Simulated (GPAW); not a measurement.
Consider Y (P6_3/mmc).

```cif
data_structure
_symmetry_space_group_name_H-M 'P 1'
_symmetry_Int_Tables_number 1
_cell_length_a 3.6474
_cell_length_b 3.6474
_cell_length_c 5.7306
_cell_angle_alpha 90.000
_cell_angle_beta 90.000
_cell_angle_gamma 120.000
_cell_volume 66.02
loop_
_atom_site_label
_atom_site_type_symbol
_atom_site_fract_x
_atom_site_fract_y
_atom_site_fract_z
_atom_site_occupancy
Y1 Y 0.66667 0.33333 0.75000 1
Y2 Y 0.33333 0.66667 0.25000 1
```

Absorber: atom 1, with 6 Y at 3.56 Å and 6 Y at 3.65 Å (anticuboctahedral, as in hcp, site symmetry -6m2). Method: GPAW, revPBE, excited-electron core hole (neutral cell), 6-atom cell with 6.3 Å between holes, 3×3×3 k points, dipole transitions, Gaussian full width 1.5 eV up to 4 eV, rising linearly to 3.5 eV at 25 eV.

Question: Predict the near-edge structure at the Y L₃ edge.

Main maxima up to 30 eV above the zero (height): 1.2 eV (2.66), 4.0 eV (2.37), 10.4 eV (0.77) and 16.8 eV (0.68). At an L edge the dipole rule selects empty d (and weakly s) states on the absorber, and the strong line at the onset measures the empty part of its d band. 

The Y L₃ spectrum (energy from the lowest empty level; intensity scaled to a mean of 1 over the first 20 eV; polarised curves are means over the symmetry-equivalent atoms):

```
E (eV)  isotropic  ε ⊥ c  ε ∥ c
  -2.0       0.00   0.00   0.00
  -1.5       0.02   0.02   0.02
  -1.0       0.11   0.10   0.12
  -0.5       0.42   0.40   0.47
   0.0       1.06   0.99   1.20
   0.5       1.91   1.80   2.14
   1.0       2.56   2.49   2.71
   1.5       2.61   2.65   2.52
   2.0       2.20   2.32   1.98
   2.5       1.85   1.93   1.70
   3.0       1.89   1.90   1.88
   3.5       2.20   2.15   2.29
   4.0       2.37   2.33   2.46
   4.5       2.13   2.12   2.16
   5.0       1.59   1.59   1.58
   5.5       1.01   1.01   1.01
   6.0       0.62   0.62   0.62
   6.5       0.50   0.50   0.49
   7.0       0.55   0.55   0.54
   7.5       0.64   0.64   0.64
   8.0       0.66   0.65   0.68
   8.5       0.64   0.63   0.66
   9.0       0.64   0.64   0.64
   9.5       0.70   0.71   0.67
  10.0       0.76   0.78   0.71
  10.5       0.77   0.79   0.73
  11.0       0.73   0.73   0.72
  11.5       0.65   0.63   0.68
  12.0       0.57   0.55   0.61
  12.5       0.50   0.48   0.53
  13.0       0.45   0.44   0.46
  13.5       0.41   0.41   0.42
  14.0       0.40   0.41   0.40
  14.5       0.43   0.43   0.42
  15.0       0.48   0.49   0.48
  15.5       0.56   0.56   0.55
  16.0       0.63   0.63   0.62
  16.5       0.67   0.67   0.66
  17.0       0.68   0.69   0.67
  17.5       0.66   0.67   0.64
  18.0       0.63   0.65   0.60
  18.5       0.61   0.62   0.59
  19.0       0.59   0.60   0.59
  19.5       0.59   0.58   0.60
  20.0       0.59   0.57   0.61
  20.5       0.58   0.56   0.62
  21.0       0.57   0.56   0.61
  21.5       0.57   0.55   0.59
  22.0       0.55   0.55   0.57
  22.5       0.54   0.53   0.55
  23.0       0.51   0.51   0.51
  23.5       0.49   0.49   0.48
  24.0       0.46   0.47   0.44
  24.5       0.44   0.45   0.42
  25.0       0.43   0.44   0.40
  25.5       0.43   0.45   0.40
  26.0       0.44   0.46   0.42
  26.5       0.46   0.47   0.45
  27.0       0.48   0.48   0.48
  27.5       0.50   0.49   0.51
  28.0       0.51   0.50   0.53
  28.5       0.52   0.50   0.54
  29.0       0.52   0.51   0.54
  29.5       0.52   0.52   0.53
  30.0       0.52   0.53   0.52
  30.5       0.52   0.53   0.50
  31.0       0.51   0.53   0.49
  31.5       0.51   0.52   0.48
  32.0       0.50   0.51   0.48
```

Only the L₃ part is meant: spin–orbit coupling of the core level isn't computed and the L₂ copy isn't added. The holes are only 6.3 Å apart, so the shape is probably not converged with cell size; no larger cell was run here. The mesh is coarse (0.40 Å⁻¹ between points), so small maxima may be mesh ripples. Lifetime broadening is put in by hand, and intensities beyond about 20 eV depend on it and on the partial waves; weight that the partial waves miss at high energy is lost. The structure is a published determination, not relaxed.

[Banner, clock and machine lines of the logs are left out without a mark of their own.]

[Logs are printed without paths, hosts, clocks, repeated set-up lines and the standing remarks that a program may print on its own settings, such as how far it seeks lower states.]

[Hosts, paths, dates, database ids (printed as entryN), source tags and the programs' standing remarks are cut or masked in the printed files.]

[Lists of maxima count a maximum above −3 eV only where it reaches 4 % of the highest in the window and stands out from its surroundings by 2 % of it (1.5 % where it reaches 55 %); shoulders and weaker maxima are passed over, and of the rest the first, up to two pre-edge ones and the few strongest are named.]
